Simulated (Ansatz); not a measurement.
# What NaSbSe3 (model cell, started as cubic perovskite with Sb in the octahedra) distorts into, part 2 of 2

Aim: this structure of NaSbSe3 (model cell, started as cubic perovskite with Sb in the octahedra) is to be tested for unstable modes, and one is followed downhill.

Ansatz 0.2.0; DFT r2SCAN, scalar-relativistic, plane waves, PAW; PAW set soft_1.

So far. Step 4 (The mode frozen in, largest atomic shift 0.6 Å): The run ends at a pressure of -0.79 GPa, with forces up to 0.43 eV/Å. Step 5 (Energy along the mode, all amplitudes (two of the runs …): The lowest of the steps tried is the last one, at 0.6 Å, 112 meV/atom below the parent; the bottom of the well need not coincide with a step.

The structure was built from a prototype and need not be the compound's stable phase.

### 6. Relaxing from the distorted cell

Starting from the lowest point found, all atoms and the cell are let go, so that strain and other modes of the same symmetry can join in.

input.yaml reads:

```yaml
crystal:
  lattice:
    - [5.3266782176, 0.0, 0.0]
    - [0.0, 5.3266782176, 0.0]
    - [0.0, 0.0, 5.3266782176]
  atoms:
    - { symbol: Na, position: [0.0, 0.0, 0.0] }
    - { symbol: Sb, position: [0.5, 0.5, 0.5] }
    - { symbol: Se, position: [0.4203510985, 0.4203510985, 0.0] }
    - { symbol: Se, position: [0.5796489015, 0.0, 0.5796489015] }
    - { symbol: Se, position: [0.0, 0.5796489015, 0.4203510985] }
kpoints:
  mp_grid: { grid: [8, 8, 8] }
hamiltonian:
  xc: r2scan
  pseudopotentials: { kind: paw, azcp: { folder: soft_1 } }
scf:
  occupations: { method: methfessel_paxton, width: 0.2 }
output:
  forces: true
  stress: true
  eigenvalues: true
relax:
  adjacent_minimum: "off"
  f_tol: 0.002
  max_steps: 120
  cell: { stress_tol: 0.03 }
```

Started as:

```sh
$ ansatz run input.yaml --threads 8 --pin off --max-ram 16384MiB --backend cpu --events-out ev --progress --plain --runs-dir out
```

Numbers of over 12 decimals in the logs are rounded to 6 here.

What it wrote:

```text
[...]
Crystal: 5 atoms, lattice volume = 151.137 Å³
Basis set: ecut = 500 eV, 3887 PW (Γ), exchange–correlation on 160×160×160 points (64 copies of the dense FFT grid, shifted against one another)
Bands: 44, of which v1, the nominal top of the filled ones, is band 36 counted from 1 (35 counted from 0)
Symmetry: 6 space group operations
[...]
k-points: 65 of 512 (time reversal used)
[...]
SCF iter   1: F=—  HF=-24424.381922 eV  |F-HF|=—  |Δ(HF+E_count)|=         —  Δρ=4.22e-2  dr2=2.42e0  dr2_τ=6.49e-3  ethr=3.10e-3  ⟨swp⟩=7.2  Hψ=11375  notcnv=0
[...]
SCF iter   7: F=-24423.500590 eV  HF=-24423.500590 eV  |F-HF|=1.40e-7  |Δ(HF+E_count)|=   9.62e-8  S|Δr|=    0.00e0  Δρ=6.60e-6  dr2=5.75e-8  dr2_τ=3.36e-9  ethr=1.39e-10  ⟨swp⟩=12.3  Hψ=15672  notcnv=0
SCF 1 converged in 7 iterations: F = -24423.500590 eV  dr2 = 5.75e-8
[...]
relax step   1: F+E_penalty+E_count = -24423.50059038 eV  Δ(F+E_penalty+E_count) = +0.000e0 eV  max|allowed force component| = 3.027e-1 eV/Å  Δτ_max = 0.0000 Å  P = -0.788 GPa  Ω = 151.137 Å³  (7 SCF iters, dr2 threshold 1.00e-7 eV, accepted)
Crystal: 5 atoms, lattice volume = 149.159 Å³
Basis set: ecut = 500 eV, 3803 PW (Γ), exchange–correlation on 160×160×160 points (64 copies of the dense FFT grid, shifted against one another)
[...]
SCF iter   7: F=-24423.737656 eV  HF=-24423.737656 eV  |F-HF|=8.42e-8  |Δ(HF+E_count)|=   1.11e-7  S|Δr|=    0.00e0  Δρ=8.71e-6  dr2=1.12e-7  dr2_τ=2.59e-9  ethr=6.94e-10  ⟨swp⟩=8.7  Hψ=13764  notcnv=0
SCF 2 converged in 7 iterations: F = -24423.737656 eV  dr2 = 1.12e-7
relax step   2: F+E_penalty+E_count = -24423.73765605 eV  Δ(F+E_penalty+E_count) = -2.371e-1 eV  max|allowed force component| = 2.964e-1 eV/Å  Δτ_max = 0.1633 Å  P = -0.043 GPa  Ω = 149.159 Å³  energy of the carried Pulay correction = +1.315e-4 eV  (7 SCF iters, dr2 threshold 5.00e-7 eV, accepted)
Crystal: 5 atoms, lattice volume = 150.418 Å³
Basis set: ecut = 500 eV, 3791 PW (Γ), exchange–correlation on 160×160×160 points (64 copies of the dense FFT grid, shifted against one another)
[...]
SCF iter   7: F=-24423.897381 eV  HF=-24423.897380 eV  |F-HF|=7.23e-8  |Δ(HF+E_count)|=   1.08e-6  S|Δr|=    0.00e0  Δρ=9.37e-6  dr2=1.65e-7  dr2_τ=3.43e-9  ethr=6.94e-10  ⟨swp⟩=7.0  Hψ=13458  notcnv=0
SCF 3 converged in 7 iterations: F = -24423.897381 eV  dr2 = 1.65e-7
relax step   3: F+E_penalty+E_count = -24423.89738052 eV  Δ(F+E_penalty+E_count) = -1.597e-1 eV  max|allowed force component| = 1.199e-1 eV/Å  Δτ_max = 0.1446 Å  P = -0.263 GPa  Ω = 150.418 Å³  energy of the carried Pulay correction = +4.757e-5 eV  (7 SCF iters, dr2 threshold 5.00e-7 eV, accepted)
[...]
relax step   4: F+E_penalty+E_count = -24423.90742678 eV  Δ(F+E_penalty+E_count) = -1.005e-2 eV  max|allowed force component| = 3.598e-2 eV/Å  Δτ_max = 0.1063 Å  P = +0.898 GPa  Ω = 147.320 Å³  energy of the carried Pulay correction = +2.554e-4 eV  (7 SCF iters, dr2 threshold 5.00e-7 eV, accepted)
[...]
relax step   5: F+E_penalty+E_count = -24423.92373225 eV  Δ(F+E_penalty+E_count) = -1.631e-2 eV  max|allowed force component| = 1.868e-2 eV/Å  Δτ_max = 0.0191 Å  P = -0.287 GPa  Ω = 150.776 Å³  energy of the carried Pulay correction = +2.387e-5 eV  (6 SCF iters, dr2 threshold 5.00e-7 eV, accepted)
[...]
relax step   6: F+E_penalty+E_count = -24423.92505002 eV  Δ(F+E_penalty+E_count) = -1.318e-3 eV  max|allowed force component| = 2.741e-3 eV/Å  Δτ_max = 0.0102 Å  P = -0.011 GPa  Ω = 149.818 Å³  energy of the carried Pulay correction = +8.748e-5 eV  (5 SCF iters, dr2 threshold 2.38e-7 eV, accepted)
[...]
relax step   7: F+E_penalty+E_count = -24423.92506553 eV  Δ(F+E_penalty+E_count) = -1.551e-5 eV  max|allowed force component| = 1.612e-4 eV/Å  Δτ_max = 0.0012 Å  P = -0.001 GPa  Ω = 149.758 Å³  energy of the carried Pulay correction = +9.147e-5 eV  (6 SCF iters, dr2 threshold 4.70e-10 eV, accepted)
[...]
SCF iter   7: F=-24423.925213 eV  HF=-24423.925213 eV  |F-HF|=0.00e0  |Δ(HF+E_count)|=  6.91e-11  S|Δr|=    0.00e0  Δρ=5.52e-8  dr2=4.16e-12  dr2_τ=1.36e-13  ethr=1.00e-12  ⟨swp⟩=6.2  Hψ=11766  notcnv=0
SCF 8 converged in 7 iterations: F = -24423.925213 eV  dr2 = 4.16e-12
relax step   8: F+E_penalty+E_count = -24423.92521264 eV  Δ(F+E_penalty+E_count) = -1.471e-4 eV  max|allowed force component| = 1.281e-4 eV/Å  Δτ_max = 0.0000 Å  P = -0.001 GPa  Ω = 149.758 Å³  stress off target by 5.99e-3 GPa  SCF on the basis re-selected at this cell (its energy is not comparable with the rows above)  (7 SCF iters)
basis re-selected at this cell: Δ(F+E_penalty+E_count) = -1.471e-4 eV, ΔP = +0.000 GPa vs the last step (what re-selecting the basis moved, of the pressure what is left beyond the Pulay correction that the steps carried, after the strain that the cell walked since its last selection, with what the two solves' SCF thresholds leave and, on support functions, any second-order correction that the steps lacked; it is no m [...]
SCF converged after 7 iterations
[...]
Free energy (F): -24423.925213 eV
[...]
Internal energy: -24423.927823 eV  (E = F + TS)
E sigma→0 (E₀):  -24423.925865 eV
Entropy (-TS):   0.002611 eV (0.522 meV/atom)
Fermi energy:    5.469198 eV
[...]
--- Forces (eV/Å), atoms counted from 1 ---
  atom   1  Na     0.00000000    -0.00000000    -0.00000000
  atom   2  Sb     0.00000000     0.00000000     0.00000000
  atom   3  Se     0.00012809     0.00012809    -0.00000000
  atom   4  Se    -0.00012809    -0.00000000    -0.00012809
  atom   5  Se    -0.00000000    -0.00012809     0.00012809
  max |Σ_I F_I| component: 9.71e-17 eV/Å
--- Stress (GPa, compression-positive) ---
       -0.000525       0.002733       0.002733
        0.002733      -0.000525      -0.002733
        0.002733      -0.002733      -0.000525
  P = ⅓ Tr σ = -0.0005 GPa (-0.005 kbar)
--- Band table (eV; the first three rows and the last of 65) ---
  k-point 0: bands = [... 32 lower, 2.9021, 3.5033, 3.5033, 4.6676, 7.1257, 7.8962, 7.8962, 8.3530, ... 4 higher]
  k-point 1: bands = [... 32 lower, 2.9350, 3.1287, 4.0065, 4.5924, 7.0118, 7.5221, 8.2270, 8.6131, ... 4 higher]
  k-point 2: bands = [... 32 lower, 2.9345, 3.1263, 4.2737, 4.6001, 6.8019, 7.2353, 8.4694, 9.0499, ... 4 higher]
  k-point 64: bands = [... 32 lower, 4.3294, 4.3294, 5.6227, 5.6227, 5.6921, 6.5166, 8.3613, 8.3613, ... 4 higher]
--- Relaxed structure (7 steps of the walk, 7 accepted, 1 SCFs on fresh bases) ---
  F+E_penalty+E_count = -24423.92521264 eV   max|allowed force component| = 1.281e-4 eV/Å   (the final SCF, on the basis selected at the relaxed cell)
  cell:  # Å, volume = 149.7582 Å³
    - [5.316068, 0.171099, 0.171099]
    - [0.171099, 5.316068, -0.171099]
    - [0.171099, -0.171099, 5.316068]
  atoms:
    - { symbol: Na, position: [2.875062662472748e-19, 0, -6.55404898285054e-19] }
    - { symbol: Sb, position: [0.5, 0.500000, 0.500000] }
    - { symbol: Se, position: [0.369098, 0.369098, 1.2440058060524525e-18] }
    - { symbol: Se, position: [0.630902, 0.0, 0.630902] }
    - { symbol: Se, position: [1.214306433183765e-17, 0.630902, 0.369098] }
```

Wall time 86 s (8 threads of Arm Neoverse V2, shared host); peak memory 1.1 GiB.

The steps of the relaxation:

```tsv
step	energy less that of the first step (eV)	largest force component (eV/Å)	pressure (GPa)	volume (Å³)
1	0.0000	0.3027	-0.79	151.14
2	-0.2371	0.2964	-0.04	149.16
3	-0.3968	0.1199	-0.26	150.42
4	-0.4068	0.0360	0.90	147.32
5	-0.4231	0.0187	-0.29	150.78
6	-0.4245	0.0027	-0.01	149.82
7	-0.4245	0.0002	0.00	149.76
8*	-0.4246	0.0001	0.00	149.76
```

Relaxation steps marked * repeat the geometry before them on a plane-wave basis chosen anew for their cell, so energy and pressure can jump there.

Forces are held to the 6 operations that the run works with; a distortion that breaks them can't arise in this run.

```tsv
conventional cell, symmetrised	before	after	change
a (Å)	7.533	7.760	+3.0 %
b (Å)	7.533	7.760	+3.0 %
c (Å)	9.226	8.615	-6.6 %
volume (Å³/atom)	30.23	29.95	-0.9 %
```

The atoms that moved most (Å, as changes of fractional coordinates times the final cell):

```tsv
atom	dx	dy	dz	length
Se3	-0.281	-0.281	0.000	0.398
Se5	0.000	0.281	-0.281	0.398
Se4	0.281	0.000	0.281	0.398
```

The relaxed structure:

```cif
data_structure
_symmetry_space_group_name_H-M 'P 1'
_symmetry_Int_Tables_number 1
_cell_length_a 5.3216
_cell_length_b 5.3216
_cell_length_c 5.3216
_cell_angle_alpha 93.624
_cell_angle_beta 86.376
_cell_angle_gamma 86.376
_cell_volume 149.76
loop_
_atom_site_label
_atom_site_type_symbol
_atom_site_fract_x
_atom_site_fract_y
_atom_site_fract_z
_atom_site_occupancy
Na1 Na 0.00000 0.00000 0.00000 1
Sb2 Sb 0.50000 0.50000 0.50000 1
Se3 Se 0.36910 0.36910 0.00000 1
Se4 Se 0.63090 0.00000 0.63090 1
Se5 Se 0.00000 0.63090 0.36910 1
```

Numbers from this step:

```
pressure        : -5.25e-4 GPa
volume per atom : 29.95 Å³
```

The distorted start has space group R32; the relaxation ends in R32.

### 7. The new phase in its own primitive cell

The relaxed structure is symmetrised, reduced to its primitive cell and relaxed tightly, as its phonons need.

input.yaml, the sections that differ from step 6:

```yaml
crystal:
  lattice:
    - [3.8800131297, 2.2401266249, 2.871664439]
    - [-3.8800131297, 2.2401266249, 2.871664439]
    - [0.0, -4.4802532498, 2.871664439]
  atoms:
    - { symbol: Na, position: [0.0, 0.0, 0.0] }
    - { symbol: Sb, position: [0.5, 0.5, 0.5] }
    - { symbol: Se, position: [0.3690979459, 0.6309020541, 0.0] }
    - { symbol: Se, position: [0.0, 0.3690979459, 0.6309020541] }
    - { symbol: Se, position: [0.6309020541, 0.0, 0.3690979459] }
kpoints:
  mp_grid: { grid: [9, 9, 9] }
relax:
  adjacent_minimum: "off"
  f_tol: 0.001
  max_steps: 60
  cell: { stress_tol: 0.01 }
# hamiltonian, scf, output: as in step 6
```

What it wrote:

```text
[...]
Crystal: 5 atoms, lattice volume = 149.758 Å³
Basis set: ecut = 500 eV, 3773 PW (Γ), exchange–correlation on 160×160×160 points (64 copies of the dense FFT grid, shifted against one another)
Bands: 44, of which v1, the nominal top of the filled ones, is band 36 counted from 1 (35 counted from 0)
Symmetry: 6 space group operations
[...]
cell:  # Å, volume = 149.7993 Å³
    - [3.880750, 2.240552, 2.871361]
    - [-3.880750, 2.240552, 2.871361]
    - [0, -4.481104, 2.871361]
  atoms:
    - { symbol: Na, position: [0, 0, 0] }
    - { symbol: Sb, position: [0.500000, 0.500000, 0.500000] }
    - { symbol: Se, position: [0.369027, 0.630973, 0.0] }
    - { symbol: Se, position: [-5.551115123125783e-17, 0.369027, 0.630973] }
    - { symbol: Se, position: [0.630973, -1.1102230246251565e-16, 0.369027] }
[key lines of the parts left out:]
SCF converged after 5 iterations
Free energy (F): -24423.925175 eV
Fermi energy:    5.455147 eV
P = ⅓ Tr σ = -0.0038 GPa (-0.038 kbar)
```

Elapsed: 46 s, on 8 threads; peak memory 1.2 GiB; 6 min of CPU time.

Little changed from the start: no atom moved by 0.005 Å and no cell edge by 0.1 %.

This step gave:

```yaml
pressure: -0.003831 GPa
volume_per_atom: 29.96 Å³
```

The largest force component left is 0.13 meV/Å and the pressure is -0.004 GPa, within the tolerances set. The cell now holds 29.96 Å³/atom.

### 8. Modes of the new phase, k-mesh 9×9×9

A relaxed structure may still be a saddle point, so its zone-centre modes are computed. No field response is asked, since the mesh shows no gap.

input.yaml, the sections that differ from step 7:

```yaml
crystal:
  lattice:
    - [3.8807495468, 2.2405517955, 2.8713613747]
    - [-3.8807495468, 2.2405517955, 2.8713613747]
    - [0.0, -4.481103591, 2.8713613747]
  atoms:
    - { symbol: Na, position: [0.0, 0.0, 0.0] }
    - { symbol: Sb, position: [0.5, 0.5, 0.5] }
    - { symbol: Se, position: [0.3690265046, 0.6309734954, 0.0] }
    - { symbol: Se, position: [0.0, 0.3690265046, 0.6309734954] }
    - { symbol: Se, position: [0.6309734954, 0.0, 0.3690265046] }
output:
  eigenvalues: true
phonons:
  method: dfpt
# kpoints, hamiltonian, scf: as in step 7
# relax: removed
```

What it wrote:

```text
Engine: ansatz 0.2.0, aarch64-unknown-linux-gnu
Pseudopotentials: kind: paw
Pseudopotential: Na, paw, valence charge 9, recommended cutoff 500 eV (meta_gga), soft_1/Na.paw.azcp
Pseudopotential: Sb, paw, valence charge 15, recommended cutoff 500 eV (meta_gga), soft_1/Sb.paw.azcp
Pseudopotential: Se, paw, valence charge 16, recommended cutoff 500 eV (meta_gga), soft_1/Se.paw.azcp
Functional definition: r2SCAN
  parameter k0 = 0.174
  parameter k1 = 0.065
  parameter a1 = 4.9479
  exchange = r2scan_x(k0 = k0, k1 = k1, a1 = a1)
  correlation = r2scan_c
Crystal: 5 atoms, lattice volume = 149.799 Å³
Basis set: ecut = 500 eV, 3773 PW (Γ), exchange–correlation on 320×320×320 points (512 copies of the dense FFT grid, shifted against one another)
Bands: 44, of which v1, the nominal top of the filled ones, is band 36 counted from 1 (35 counted from 0)
Symmetry: 6 space group operations
k-points: 365 of 729 (irreducible under 1 space group operation, time reversal used)
Non-local potential: Na, projectors of the file, l = 0: 3, l = 1: 2, l = 2: 1
Non-local potential: Sb, projectors of the file, l = 0: 2, l = 1: 2, l = 2: 2, l = 3: 1
Non-local potential: Se, projectors of the file, l = 0: 2, l = 1: 2, l = 2: 3, l = 3: 1
PAW form: soft (Blöchl's): semilocal exchange-correlation on the pseudo side does not see the compensation charge
PAW frozen core: Na, regenerated for the run's functional (the file was generated under x = pbe(κ = 0.804, μ = 0.219515), c = pbe(β = 0.066725))
PAW frozen core: Sb, regenerated for the run's functional (the file was generated under x = pbe(κ = 0.804, μ = 0.219515), c = pbe(β = 0.066725))
PAW frozen core: Se, regenerated for the run's functional (the file was generated under x = pbe(κ = 0.804, μ = 0.219515), c = pbe(β = 0.066725))
PAW one-centre angular grid: Na, 302 points (default); XC on 317 of its mesh's 2451 points in the sphere
PAW one-centre angular grid: Sb, 590 points (default); XC on 160 Gauss nodes
PAW one-centre angular grid: Se, 590 points (default); XC on 160 Gauss nodes
Initial density: superposition of atomic densities (chi_scale 0.1, normalization cell, long waves kept (reshape's long-wave potential 0.01 eV rms))
Initial wavefunctions: pseudopotential atomic-orbital guess
Functional: x = r2scan, c = r2scan; τ floored in thin density (d = 2e-4 eV/Å³)
SCF iter   1: F=—  HF=-24424.957739 eV  |F-HF|=—  |Δ(HF+E_count)|=         —  Δρ=4.31e-2  dr2=2.68e0  dr2_τ=5.71e-3  ethr=3.10e-3  ⟨swp⟩=7.3  Hψ=61518  notcnv=0
preconditioner: auto → Resta (q_TF=auto, 2.415 Å⁻¹)  ε∞=3.3  [insulator: Δε(μ)=0.143 eV  Ē_g=9.717 eV  σ=0.200 eV  W_gap=0.55  n_scr=32 (ndim 8)  ℏωp=14.9 eV  f_vac=0.126  D(μ)=0.20/eV (n_scr^D=0)  ε∞_Penn≈3.3]
SCF iter   2: F=—  HF=-24424.141056 eV  |F-HF|=—  |Δ(HF+E_count)|=   8.17e-1  S|Δr|=    0.00e0  Δρ=1.86e-2  dr2=6.86e-1  dr2_τ=1.43e-2  ethr=3.10e-3  ⟨swp⟩=2.7  Hψ=34770  notcnv=0  defer=797
SCF iter   3: F=—  HF=-24423.927274 eV  |F-HF|=—  |Δ(HF+E_count)|=   2.14e-1  S|Δr|=    0.00e0  Δρ=3.86e-3  dr2=3.66e-2  dr2_τ=2.83e-4  ethr=9.53e-4  ⟨swp⟩=2.7  Hψ=23222  notcnv=0  defer=797
SCF iter   4: F=—  HF=-24423.924495 eV  |F-HF|=—  |Δ(HF+E_count)|=   2.78e-3  S|Δr|=    0.00e0  Δρ=1.06e-3  dr2=2.01e-3  dr2_τ=5.72e-5  ethr=5.08e-5  ⟨swp⟩=2.0  Hψ=29439  notcnv=0  defer=791
SCF iter   5: F=—  HF=-24423.925179 eV  |F-HF|=—  |Δ(HF+E_count)|=   6.84e-4  S|Δr|=    0.00e0  Δρ=2.13e-4  dr2=7.16e-5  dr2_τ=4.68e-6  ethr=2.80e-6  ⟨swp⟩=2.0  Hψ=28410  notcnv=0  defer=791
SCF iter   6: F=—  HF=-24423.925172 eV  |F-HF|=—  |Δ(HF+E_count)|=   7.33e-6  S|Δr|=    0.00e0  Δρ=7.50e-5  dr2=1.17e-5  dr2_τ=3.63e-7  ethr=9.95e-8  ⟨swp⟩=2.0  Hψ=28045  notcnv=0  defer=791
SCF iter   7: F=—  HF=-24423.925175 eV  |F-HF|=—  |Δ(HF+E_count)|=   2.57e-6  S|Δr|=    0.00e0  Δρ=3.24e-5  dr2=2.29e-6  dr2_τ=4.31e-8  ethr=1.62e-8  ⟨swp⟩=2.0  Hψ=28045  notcnv=0  defer=791
SCF iter   8: F=—  HF=-24423.925177 eV  |F-HF|=—  |Δ(HF+E_count)|=   2.17e-6  S|Δr|=    0.00e0  Δρ=1.06e-5  dr2=2.95e-7  dr2_τ=4.54e-9  ethr=3.18e-9  ⟨swp⟩=3.0  Hψ=29686  notcnv=0  defer=791
SCF iter   9: F=—  HF=-24423.925177 eV  |F-HF|=—  |Δ(HF+E_count)|=   1.59e-7  S|Δr|=    0.00e0  Δρ=3.23e-6  dr2=2.16e-8  dr2_τ=5.63e-10  ethr=4.10e-10  ⟨swp⟩=2.0  Hψ=22570  notcnv=0  defer=791
SCF iter  10: F=—  HF=-24423.925177 eV  |F-HF|=—  |Δ(HF+E_count)|=   1.98e-8  S|Δr|=    0.00e0  Δρ=8.57e-7  dr2=1.11e-9  dr2_τ=2.69e-11  ethr=3.00e-11  ⟨swp⟩=2.0  Hψ=19722  notcnv=0  defer=791
SCF iter  11: F=—  HF=-24423.925177 eV  |F-HF|=—  |Δ(HF+E_count)|=   1.36e-9  S|Δr|=    0.00e0  Δρ=1.99e-7  dr2=5.42e-11  dr2_τ=8.64e-13  ethr=1.54e-12  ⟨swp⟩=2.0  Hψ=20763  notcnv=0  defer=791
```

It took 68 s on 8 threads; peak memory 3.4 GiB.

Residual by cycle:

cycle, log10 residual and a bar from the least value:
```
        1        0.4 ##############################
        2       -0.2 ############################
        3       -1.4 #########################
        4       -2.7 #####################
        5       -4.1 #################
        6       -4.9 ###############
        7       -5.6 #############
        8       -6.5 ##########
        9       -7.7 #######
       10       -9.0 ####
       11      -10.3
```

The run was cut off at its time limit.

After 11 cycles the residual stands at 5.4e-11.

### 9. The phases reached

The phases reached along the modes that were followed are set side by side.

Energies are those of the first relaxation, on the mesh of the frozen mode; space group, volume and gap are those of the last relaxation. Phases, by row:

```tsv
mode frozen in	space group	energy from parent (meV/atom)	volume (Å³/atom)	gap on mesh (eV)	lowest zone-centre optical mode (cm⁻¹)	largest shift (Å)
parent	Pm-3m	0	30.23	0	–	–
q = (0, 0, 0), 86i cm⁻¹	P4mm	-193.4	31.05	0	-26.8	0.723
q = (0, 0, 0), 86i cm⁻¹	R3m	-68.4	31.07	0	-72.6	0.543
q = (0, 0, 0), 86i cm⁻¹	Amm2	-246.7	34.45	0	–	0.992
q = (0, 0, 0), 52i cm⁻¹	R32	-196.9	29.96	0	–	1.016
```

### 10. What came out

| Quantity | Value |
| --- | --- |
| unstable mode of the parent | q = (0, 0, 0), 52i cm⁻¹ |
| depth at the lowest point sampled | 112 meV/atom |
| largest atomic shift at that point | 0.6 Å |
| space group reached (within 0.01 Å) | R32 |
| energy gained over the parent (first relaxation, on the mesh of the frozen mode) | 197 meV/atom |
| volume per atom, phase reached | 30.0 Å³ |

In words: Along this mode the structure falls into R32, 197 meV/atom below the parent. At the parent's cell the well is 112.1 meV/atom deep on the steps tried, with its lowest point at a shift of 0.6 Å. That is the last step tried, so the steps alone don't bracket the bottom of the well. Relaxing atoms and cell changes the gain by +84.83 meV/atom against the lowest step (energies at zero smearing). The modes of the phase reached were not computed on this path. Of the 4 patterns followed to their end from this parent, this one ends 49.8 meV/atom above the lowest, Amm2. Each path keeps the symmetry of its pattern, so a lower phase may lie along a pattern not tried. With no gap, or one that is small against the smearing, the frequencies hang on the k mesh and the smearing, most of all near Kohn anomalies. Spin-orbit coupling is left out, which can matter for the heavy elements here. The starting cell was built on a prototype and not taken from a measurement, so the phase need not exist.

[Logs are printed without paths, hosts, clocks, repeated set-up lines and the standing remarks that a program may print on its own settings, such as how far it seeks lower states.]

[Hosts, paths, dates, database ids (printed as entryN), source tags and the programs' standing remarks are cut or masked in the printed files.]
